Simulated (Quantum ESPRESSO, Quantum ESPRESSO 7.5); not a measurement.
# O on hollow sites of W(110), stepped through the coverage

Aim: how the results for O on hollow sites of W(110) change with the coverage.

Method: plane-wave DFT, PBE, GBRV ultrasoft pseudopotentials, in Quantum ESPRESSO 7.5.

Most raw output is cut from this account.

## 1. Set-up

The structure is cubic, space group Im-3m (No. 229). Conventional cell: a = 3.160 Å, b = 3.160 Å, c = 3.160 Å, α = 90.00°, β = 90.00°, γ = 90.00°. Nearest to W lie 8 W at 2.74 Å.

Set-up: Slabs of 3 layers, covered on the upper face; adsorbates and the top layer relax in a periodic cell, the rest is held (the clean slab relaxes both outer layers); a run under open boundaries (ESM, bc1) gives both vacuum levels. Cells of one to 9 surface sites carry the coverages, on meshes of like density; cold smearing of 0.02 Ry. The slabs take the lattice constants of the bulk relaxed by the same program.

Members 0.1667, 0.25, 0.3333, 0.5 and 0.6667 took the same steps and show in the table alone.

## 2. Variable-cell relaxation of the reference

The bulk crystal is relaxed in cell and atoms; the members are built on its lattice constants.

Input file ref.vc.in:

```
&control
  prefix = 'ref.vc'
  outdir = './out'
  pseudo_dir = './pseudo'
  nstep = 40
  forc_conv_thr = 0.0003
  calculation = 'vc-relax'
/
&system
  ibrav = 0
  nat = 1
  ntyp = 1
  ecutwfc = 50
  ecutrho = 250
  occupations = 'smearing'
  smearing = 'mv'
  degauss = 0.02
/
&electrons
  conv_thr = 1e-09
  mixing_beta = 0.4
  electron_maxstep = 120
/
&ions
/
&cell
  press_conv_thr = 0.3
/
ATOMIC_SPECIES
  W   183.8400  w_pbe_v1.2.uspp.F.UPF
CELL_PARAMETERS angstrom
  -1.58000000000000 1.58000000000000 1.58000000000000
  1.58000000000000 -1.58000000000000 1.58000000000000
  1.58000000000000 1.58000000000000 -1.58000000000000
ATOMIC_POSITIONS crystal
  W   0.000000000000 0.000000000000 0.000000000000
K_POINTS automatic
  18 18 18 0 0 0
```

Started as:

```sh
$ OMP_NUM_THREADS=1 mpirun -n 8 pw.x -nk 8 -in ref.vc.in > ref.vc.out
```

The job ended after 14 s (8 MPI ranks of Arm Neoverse V1, shared host; peak memory 0.47 GiB; 1.8 min of CPU time).

Relaxation path:

| step | energy less that of the first step (eV) | largest force (eV/Å) | volume (Å³) |
| --- | --- | --- | --- |
| 1 | 0.0000 | 0.0000 | 15.78 |
| 2 | -0.0040 | 0.0000 | 16.34 |
| 3 | -0.0071 | 0.0000 | 16.12 |
| 4 | -0.0071 | 0.0000 | 16.11 |
| 5 | -0.0085 | 0.0000 | 16.11 |

| conventional cell, symmetrised | before | after | change |
| --- | --- | --- | --- |
| a (Å) | 3.160 | 3.182 | +0.7 % |
| b (Å) | 3.160 | 3.182 | +0.7 % |
| c (Å) | 3.160 | 3.182 | +0.7 % |
| volume (Å³/atom) | 15.78 | 16.11 | +2.1 % |

Final coordinates:

```cif
data_structure
_symmetry_space_group_name_H-M 'P 1'
_symmetry_Int_Tables_number 1
_cell_length_a 2.7558
_cell_length_b 2.7558
_cell_length_c 2.7558
_cell_angle_alpha 109.471
_cell_angle_beta 109.471
_cell_angle_gamma 109.471
_cell_volume 16.11
loop_
_atom_site_label
_atom_site_type_symbol
_atom_site_fract_x
_atom_site_fract_y
_atom_site_fract_z
_atom_site_occupancy
W1 W 0.00000 0.00000 0.00000 1
```

 The last row is no step: it is a fresh SCF in the final cell with a new plane-wave basis, -1 meV from the row before.

This step gave:

| Quantity | Value |
| --- | --- |
| free energy | -2165.2430 eV |
| Fermi energy | 22.28 eV |

## 3. Ground state of the reference

A bulk run at that cell gives the reference energy and levels.

Input file ref.bulk.in:

```
&control
  prefix = 'ref.bulk'
  outdir = './out'
  pseudo_dir = './pseudo'
  calculation = 'scf'
  tprnfor = .true.
/
&system
  ibrav = 0
  nat = 1
  ntyp = 1
  ecutwfc = 40
  ecutrho = 200
  occupations = 'smearing'
  smearing = 'mv'
  degauss = 0.02
/
&electrons
  conv_thr = 1e-09
  mixing_beta = 0.4
  electron_maxstep = 120
/
ATOMIC_SPECIES
  W   183.8400  w_pbe_v1.2.uspp.F.UPF
CELL_PARAMETERS angstrom
  -1.59107410200000 1.59107410200000 1.59107410200000
  1.59107410200000 -1.59107410200000 1.59107410200000
  1.59107410200000 1.59107410200000 -1.59107410200000
ATOMIC_POSITIONS crystal
  W   0.000000000000 0.000000000000 0.000000000000
K_POINTS automatic
  18 18 18 0 0 0
```

Started as:

```sh
$ OMP_NUM_THREADS=1 mpirun -n 8 pw.x -nk 8 -in ref.bulk.in > ref.bulk.out
```

The job ended after 3.4 s (8 MPI ranks; peak memory 0.4 GiB).

Read from the output:

* free energy: -2165.1711 eV

## 4. Relaxing the ions of the reference

The free molecule gives the reference for adsorption energies.

System of this step: O2 molecule in a box. The cell holds 2 atoms: 2 O. Cell: a = 11.000 Å, b = 11.500 Å, c = 13.000 Å, α = 90.0°, β = 90.0°, γ = 90.0°. Vacuum lies along a, b and c.

Input file ref.gas.in:

```
&control
  prefix = 'ref.gas'
  outdir = './out'
  pseudo_dir = './pseudo'
  nstep = 40
  forc_conv_thr = 0.001
  calculation = 'relax'
/
&system
  ibrav = 0
  nat = 2
  ntyp = 1
  ecutwfc = 40
  ecutrho = 200
  occupations = 'smearing'
  smearing = 'gaussian'
  degauss = 0.002
  nspin = 2
  starting_magnetization(1) = 0.5
/
&electrons
  conv_thr = 1e-07
  mixing_beta = 0.4
  electron_maxstep = 120
/
&ions
/
ATOMIC_SPECIES
  O   15.9990  o_pbe_v1.2.uspp.F.UPF
CELL_PARAMETERS angstrom
  11.00000000000000 0.00000000000000 0.00000000000000
  0.00000000000000 11.50000000000000 0.00000000000000
  0.00000000000000 0.00000000000000 13.00000000000000
ATOMIC_POSITIONS crystal
  O   0.500000000000 0.500000000000 0.452692307692
  O   0.500000000000 0.500000000000 0.547307692308
K_POINTS automatic
  1 1 1 0 0 0
```

Started as:

```sh
$ OMP_NUM_THREADS=1 mpirun -n 8 pw.x -nk 1 -in ref.gas.in > ref.gas.out
```

Elapsed: 15 s, on 8 MPI ranks; peak memory 1.1 GiB; 2 min of CPU time.

The steps of the relaxation:

| step | energy less that of the first step (eV) | largest force (eV/Å) |
| --- | --- | --- |
| 1 | 0.0000 | 0.3866 |
| 2 | 0.0027 | 0.7529 |
| 3 | -0.0011 | 0.0152 |

Read from the output:

* free energy: -874.9428 eV
* Fermi energy: -5.528 eV
* total moment: 2 μB
* absolute moment: 2.05 μB
* site moments: 0.5692, 0.5692 μB

## 5. Relaxation with pw.x, 0 ML

What the set-up leaves free in this member is relaxed.

System of this step: W(110), 3 layers, 1 sites a cell. The cell holds 3 atoms: 3 W. Its edges and angles: a = 2.756 Å, b = 2.756 Å, c = 18.598 Å, α = 90.0°, β = 90.0°, γ = 70.5°. It derives from W. Vacuum lies along c.

Input file m0.relax.in:

```
&control
  prefix = 'm0.relax'
  outdir = './out'
  pseudo_dir = './pseudo'
  nstep = 70
  forc_conv_thr = 0.0015
  calculation = 'relax'
/
&system
  ibrav = 0
  nat = 3
  ntyp = 1
  ecutwfc = 40
  ecutrho = 200
  occupations = 'smearing'
  smearing = 'mv'
  degauss = 0.02
/
&electrons
  conv_thr = 1e-07
  mixing_beta = 0.3
  electron_maxstep = 120
  mixing_mode = 'local-TF'
/
&ions
/
ATOMIC_SPECIES
  W   183.8400  w_pbe_v1.2.uspp.F.UPF
CELL_PARAMETERS angstrom
  2.25011857378899 -1.59107410200000 0.00000000000000
  2.25011857378899 1.59107410200000 0.00000000000000
  0.00000000000000 0.00000000000000 18.59836210200836
ATOMIC_POSITIONS crystal
  W   0.000000000000 0.000000000000 0.379015229328
  W   0.500000000000 0.500000000000 0.500000000000 0 0 0
  W   0.000000000000 0.000000000000 0.620984770672
K_POINTS automatic
  9 9 1 0 0 0
```

Started as:

```sh
$ OMP_NUM_THREADS=1 mpirun -n 8 pw.x -nk 4 -in m0.relax.in > m0.relax.out
```

The job ended after 62 s (8 MPI ranks; peak memory 0.73 GiB; 8.3 min of CPU time).

Relaxation path:

| step | energy less that of the first step (eV) | largest force (eV/Å) |
| --- | --- | --- |
| 1 | 0.0000 | 0.6135 |
| 2 | -0.0140 | 0.4992 |
| 3 | -0.0264 | 0.3828 |
| 4 | -0.0385 | 0.1928 |
| 5 | -0.0423 | 0.0126 |
| 6 | -0.0424 | 0.0006 |

The atoms that moved most (Å):

| atom | dx | dy | dz | length |
| --- | --- | --- | --- | --- |
| W1 | 0.000 | 0.000 | 0.067 | 0.067 |
| W3 | 0.000 | 0.000 | -0.067 | 0.067 |

The relaxed structure:

```xyz
3
Lattice="2.2501 -1.5911 0.0000 2.2501 1.5911 0.0000 0.0000 0.0000 18.5984" Properties=species:S:1:pos:R:3
W     0.0000    0.0000    7.1163
W     2.2501    0.0000    9.2992
W     0.0000    0.0000   11.4821
```

The relaxation lowers the energy by 14 meV an atom. On the free atoms the largest force ends at 0.001 eV/Å.

Read from the output:

```
free energy  : -6492.5265 eV
Fermi energy : 5.062 eV
```

## 6. Self-consistent run, 0 ML

A run under open boundaries on these atoms gives the vacuum levels.

Input file m0.esm.in:

```
&control
  prefix = 'm0.esm'
  outdir = './out'
  pseudo_dir = './pseudo'
  calculation = 'scf'
  tprnfor = .true.
/
&system
  ibrav = 0
  nat = 3
  ntyp = 1
  ecutwfc = 40
  ecutrho = 200
  occupations = 'smearing'
  smearing = 'mv'
  degauss = 0.02
  assume_isolated = 'esm'
  esm_bc = 'bc1'
/
&electrons
  conv_thr = 1e-07
  mixing_beta = 0.25
  electron_maxstep = 160
  mixing_mode = 'local-TF'
  mixing_ndim = 12
/
ATOMIC_SPECIES
  W   183.8400  w_pbe_v1.2.uspp.F.UPF
CELL_PARAMETERS angstrom
  2.25011857378899 -1.59107410200000 0.00000000000000
  2.25011857378899 1.59107410200000 0.00000000000000
  0.00000000000000 0.00000000000000 18.59836210200836
ATOMIC_POSITIONS crystal
  W   0.000000000000 0.000000000000 -0.117371554800
  W   0.500000000000 0.500000000000 0.000000000000
  W   0.000000000000 0.000000000000 0.117371554800
K_POINTS automatic
  9 9 1 0 0 0
```

Started as:

```sh
$ OMP_NUM_THREADS=1 mpirun -n 8 pw.x -nk 4 -in m0.esm.in > m0.esm.out
```

The job ended after 25 s (8 MPI ranks; peak memory 0.73 GiB; 3.3 min of CPU time).

This step gave:

| Quantity | Value |
| --- | --- |
| Fermi energy | -4.838 eV |
| vacuum line at the lower end of the cell, over the Fermi level | 4.838 eV |
| vacuum line at the upper end of the cell, over the Fermi level | 4.838 eV |

Electrostatic potential energy of an electron; zero at the Fermi level. Potential energy, planar mean against z:

| z (Å) | potential energy, planar mean (eV) |
| --- | --- |
| -9.0 | 4.84 |
| -8.5 | 4.84 |
| -8.0 | 4.84 |
| -7.5 | 4.84 |
| -7.0 | 4.84 |
| -6.5 | 4.84 |
| -6.0 | 4.83 |
| -5.5 | 4.82 |
| -5.0 | 4.76 |
| -4.5 | 4.58 |
| -4.0 | 3.96 |
| -3.5 | 1.88 |
| -3.0 | -4.49 |
| -2.5 | -13.0 |
| -2.0 | -14.3 |
| -1.5 | -7.56 |
| -1.0 | -3.59 |
| -0.5 | -10.9 |
| 0.0 | -15.6 |
| 0.5 | -10.9 |
| 1.0 | -3.59 |
| 1.5 | -7.56 |
| 2.0 | -14.3 |
| 2.5 | -13.0 |
| 3.0 | -4.49 |
| 3.5 | 1.88 |
| 4.0 | 3.96 |
| 4.5 | 4.58 |
| 5.0 | 4.76 |
| 5.5 | 4.82 |
| 6.0 | 4.83 |
| 6.5 | 4.84 |
| 7.0 | 4.84 |
| 7.5 | 4.84 |
| 8.0 | 4.84 |
| 8.5 | 4.84 |
| 9.0 | 4.84 |

The vacuum levels are read from the outermost 0.7 Å of the cell on either side.

Inside the slab this potential holds the local part of the pseudopotentials, which can be repulsive at the nuclei; only its value in the vacuum has a meaning of its own.

## 7. Relaxation with pw.x, 0.1111 ML

System of this step: W(110), 3 layers, 9 sites a cell, 1 O on hollow sites. The cell holds 28 atoms: 27 W and 1 O. Cell: a = 8.267 Å, b = 8.267 Å, c = 20.310 Å, α = 90.0°, β = 90.0°, γ = 70.5°. It derives from W. Vacuum lies along c.

Input file m1.relax.in:

```
&control
  prefix = 'm1.relax'
  outdir = './out'
  pseudo_dir = './pseudo'
  nstep = 70
  forc_conv_thr = 0.0015
  calculation = 'relax'
/
&system
  ibrav = 0
  nat = 28
  ntyp = 2
  ecutwfc = 40
  ecutrho = 200
  occupations = 'smearing'
  smearing = 'mv'
  degauss = 0.02
/
&electrons
  conv_thr = 1e-07
  mixing_beta = 0.3
  electron_maxstep = 120
  mixing_mode = 'local-TF'
/
&ions
/
ATOMIC_SPECIES
  W   183.8400  w_pbe_v1.2.uspp.F.UPF
  O   15.9990  o_pbe_v1.2.uspp.F.UPF
CELL_PARAMETERS angstrom
  6.75035572136698 -4.77322230600000 0.00000000000000
  6.75035572136698 4.77322230600000 0.00000000000000
  0.00000000000000 0.00000000000000 20.31019709156372
ATOMIC_POSITIONS crystal
  W   0.886666666700 0.886666666700 0.347070116820 0 0 0
  W   0.886666666700 0.220000000000 0.347070116820 0 0 0
  W   0.886666666700 0.553333333300 0.347070116820 0 0 0
  W   0.220000000000 0.886666666700 0.347070116820 0 0 0
  W   0.220000000000 0.220000000000 0.347070116820 0 0 0
  W   0.220000000000 0.553333333300 0.347070116820 0 0 0
  W   0.553333333300 0.886666666700 0.347070116820 0 0 0
  W   0.553333333300 0.220000000000 0.347070116820 0 0 0
[... 16 atom lines left out ...]
  W   0.553333333300 0.886666666700 0.568645374180
  W   0.553333333300 0.220000000000 0.568645374180
  W   0.553333333300 0.553333333300 0.568645374180
  O   0.000000000000 0.000000000000 0.652929883180
K_POINTS automatic
  3 3 1 0 0 0
```

Started as:

```sh
$ OMP_NUM_THREADS=1 mpirun -n 8 pw.x -nk 1 -in m1.relax.in > m1.relax.out
```

Run time: 82 min. Hardware: 8 MPI ranks; peak memory 4.5 GiB; 11 h of CPU time.

Relaxation path:

| step | energy less that of the first step (eV) | largest force (eV/Å) |
| --- | --- | --- |
| 1 | 0.0000 | 4.5552 |
| 2 | -0.5804 | 3.9164 |
| 3 | -1.0378 | 2.7641 |
| 4 | -1.3389 | 1.7907 |
| 5 | -1.4286 | 1.4267 |
| 6 | -1.5123 | 0.8727 |
| 7 | -1.5766 | 0.4481 |
| 8 | -1.5915 | 0.4420 |
| 9 | -1.6044 | 0.3157 |
| 10 | -1.6082 | 0.1404 |
| 11 | -1.6097 | 0.0805 |
| 12 | -1.6106 | 0.0784 |
| 13 | -1.6114 | 0.0768 |
| 14 | -1.6118 | 0.0592 |
| 15 | -1.6120 | 0.0461 |
| 16 | -1.6123 | 0.0546 |
| 17 | -1.6125 | 0.0379 |

The atoms that moved most (Å):

| atom | dx | dy | dz | length |
| --- | --- | --- | --- | --- |
| O28 | 0.105 | 0.000 | -0.542 | 0.552 |
| W23 | 0.081 | 0.000 | -0.085 | 0.117 |
| W27 | 0.015 | 0.000 | -0.086 | 0.087 |
| W26 | 0.011 | 0.003 | -0.082 | 0.083 |
| W24 | 0.011 | -0.003 | -0.082 | 0.083 |
| W25 | 0.008 | 0.003 | -0.074 | 0.074 |
| W21 | 0.008 | -0.003 | -0.074 | 0.074 |
| W19 | -0.043 | 0.000 | -0.049 | 0.065 |

The relaxation lowers the energy by 58 meV an atom. On the free atoms the largest force ends at 0.038 eV/Å.

Numbers from this step:

* free energy: -58874.1744 eV
* Fermi energy: 4.291 eV

## 8. Self-consistent run, 0.1111 ML

Input file m1.esm.in:

```
&control
  prefix = 'm1.esm'
  outdir = './out'
  pseudo_dir = './pseudo'
  calculation = 'scf'
  tprnfor = .true.
/
&system
  ibrav = 0
  nat = 28
  ntyp = 2
  ecutwfc = 40
  ecutrho = 200
  occupations = 'smearing'
  smearing = 'mv'
  degauss = 0.02
  assume_isolated = 'esm'
  esm_bc = 'bc1'
/
&electrons
  conv_thr = 1e-07
  mixing_beta = 0.25
  electron_maxstep = 160
  mixing_mode = 'local-TF'
  mixing_ndim = 12
/
ATOMIC_SPECIES
  W   183.8400  w_pbe_v1.2.uspp.F.UPF
  O   15.9990  o_pbe_v1.2.uspp.F.UPF
CELL_PARAMETERS angstrom
  6.75035572136698 -4.77322230600000 0.00000000000000
  6.75035572136698 4.77322230600000 0.00000000000000
  0.00000000000000 0.00000000000000 20.31019709156372
ATOMIC_POSITIONS crystal
  W   0.886666666700 0.886666666700 -0.139587896800
  W   0.886666666700 0.220000000000 -0.139587896800
  W   0.886666666700 0.553333333300 -0.139587896800
  W   0.220000000000 0.886666666700 -0.139587896800
  W   0.220000000000 0.220000000000 -0.139587896800
  W   0.220000000000 0.553333333300 -0.139587896800
  W   0.553333333300 0.886666666700 -0.139587896800
  W   0.553333333300 0.220000000000 -0.139587896800
[... 16 atom lines left out ...]
  W   0.553603144500 0.887580602900 0.078359758300
  W   0.553851129200 0.221150239900 0.077944910800
  W   0.554431596100 0.554431596100 0.077762457500
  O   0.007752786400 0.007752786400 0.139587896800
K_POINTS automatic
  3 3 1 0 0 0
```

Started as:

```sh
$ OMP_NUM_THREADS=1 mpirun -n 8 pw.x -nk 1 -in m1.esm.in > m1.esm.out
```

It took 16 min on 8 MPI ranks; peak memory 4.5 GiB; 2.2 h of CPU time.

Numbers from this step:

| Property | Result |
| --- | --- |
| free energy | -58874.1763 eV |
| Fermi energy | -4.879 eV |
| vacuum line at the lower end of the cell, over the Fermi level | 4.904 eV |
| vacuum line at the upper end of the cell, over the Fermi level | 4.855 eV |

Inside the slab this potential holds the local part of the pseudopotentials, which can be repulsive at the nuclei; only its value in the vacuum has a meaning of its own.

## 9. Relaxing the ions, 0.75 ML

System of this step: W(110), 3 layers, 4 sites a cell, 3 O on hollow sites. The cell holds 15 atoms: 12 W and 3 O. Its edges and angles: a = 5.512 Å, b = 5.512 Å, c = 20.310 Å, α = 90.0°, β = 90.0°, γ = 70.5°. It derives from W. Vacuum lies along c.

Input file m7.relax.in:

```
&control
  prefix = 'm7.relax'
  outdir = './out'
  pseudo_dir = './pseudo'
  nstep = 70
  forc_conv_thr = 0.0015
  calculation = 'relax'
/
&system
  ibrav = 0
  nat = 15
  ntyp = 2
  ecutwfc = 40
  ecutrho = 200
  occupations = 'smearing'
  smearing = 'mv'
  degauss = 0.02
/
&electrons
  conv_thr = 1e-07
  mixing_beta = 0.3
  electron_maxstep = 120
  mixing_mode = 'local-TF'
/
&ions
/
ATOMIC_SPECIES
  W   183.8400  w_pbe_v1.2.uspp.F.UPF
  O   15.9990  o_pbe_v1.2.uspp.F.UPF
CELL_PARAMETERS angstrom
  4.50023714757799 -3.18214820400000 0.00000000000000
  4.50023714757799 3.18214820400000 0.00000000000000
  0.00000000000000 0.00000000000000 20.31019709156372
ATOMIC_POSITIONS crystal
  W   0.830000000000 0.330000000000 0.347070116820 0 0 0
  W   0.330000000000 0.830000000000 0.347070116820 0 0 0
  W   0.330000000000 0.330000000000 0.347070116820 0 0 0
  W   0.830000000000 0.830000000000 0.347070116820 0 0 0
  W   0.080000000000 0.580000000000 0.457857745500 0 0 0
  W   0.580000000000 0.080000000000 0.457857745500 0 0 0
  W   0.580000000000 0.580000000000 0.457857745500 0 0 0
  W   0.080000000000 0.080000000000 0.457857745500 0 0 0
  W   0.830000000000 0.330000000000 0.568645374180
  W   0.330000000000 0.830000000000 0.568645374180
  W   0.330000000000 0.330000000000 0.568645374180
  W   0.830000000000 0.830000000000 0.568645374180
  O   0.000000000000 0.500000000000 0.652929883180
  O   0.500000000000 0.000000000000 0.652929883180
  O   0.500000000000 0.500000000000 0.652929883180
K_POINTS automatic
  5 5 1 0 0 0
```

Started as:

```sh
$ OMP_NUM_THREADS=1 mpirun -n 8 pw.x -nk 2 -in m7.relax.in > m7.relax.out
```

It took 39 min on 8 MPI ranks; peak memory 2.3 GiB.

Relaxation path:

| step | energy less that of the first step (eV) | largest force (eV/Å) |
| --- | --- | --- |
| 1 | 0.0000 | 5.8773 |
| 2 | -2.9912 | 4.2264 |
| 3 | -4.3955 | 1.7360 |
| 4 | -4.6308 | 1.3478 |
| 5 | -4.8418 | 1.0458 |
| 6 | -5.0306 | 0.8304 |
| 7 | -5.1304 | 0.9912 |
| 8 | -5.2171 | 0.8600 |
| 9 | -5.2879 | 0.5496 |
| 10 | -5.3046 | 0.2739 |
| 11 | -5.3105 | 0.1626 |
| 12 | -5.3139 | 0.1417 |
| 13 | -5.3161 | 0.1144 |
| 14 | -5.3175 | 0.0870 |
| 15 | -5.3190 | 0.1087 |
| 16 | -5.3210 | 0.1125 |
| 17 | -5.3230 | 0.0867 |
| 18 | -5.3239 | 0.0752 |
| 19 | -5.3245 | 0.0562 |
| 20 | -5.3247 | 0.0368 |

The atoms that moved most (Å):

| atom | dx | dy | dz | length |
| --- | --- | --- | --- | --- |
| O15 | 0.145 | 0.000 | -0.539 | 0.558 |
| O13 | 0.116 | 0.028 | -0.505 | 0.519 |
| O14 | 0.116 | -0.028 | -0.505 | 0.519 |
| W12 | 0.182 | 0.000 | 0.013 | 0.182 |
| W10 | 0.055 | -0.022 | -0.037 | 0.070 |
| W9 | 0.055 | 0.022 | -0.037 | 0.070 |
| W11 | -0.009 | 0.000 | 0.031 | 0.032 |

The relaxation lowers the energy by 355 meV an atom. On the free atoms the largest force ends at 0.037 eV/Å.

This step gave:

```
free energy  : -27294.3214 eV
Fermi energy : 4.453 eV
```

(Part 1 of 2 ends here.)

[Logs are printed without paths, hosts, clocks, repeated set-up lines and the standing remarks that a program may print on its own settings, such as how far it seeks lower states.]

[Hosts, paths, dates, database ids (printed as entryN), source tags and the programs' standing remarks are cut or masked in the printed files.]

[Maps of the electrostatic potential energy from Ansatz leave out the sawtooth potential of an applied field or a dipole correction, so their vacuum need not be flat; planar profiles and work functions include it.]
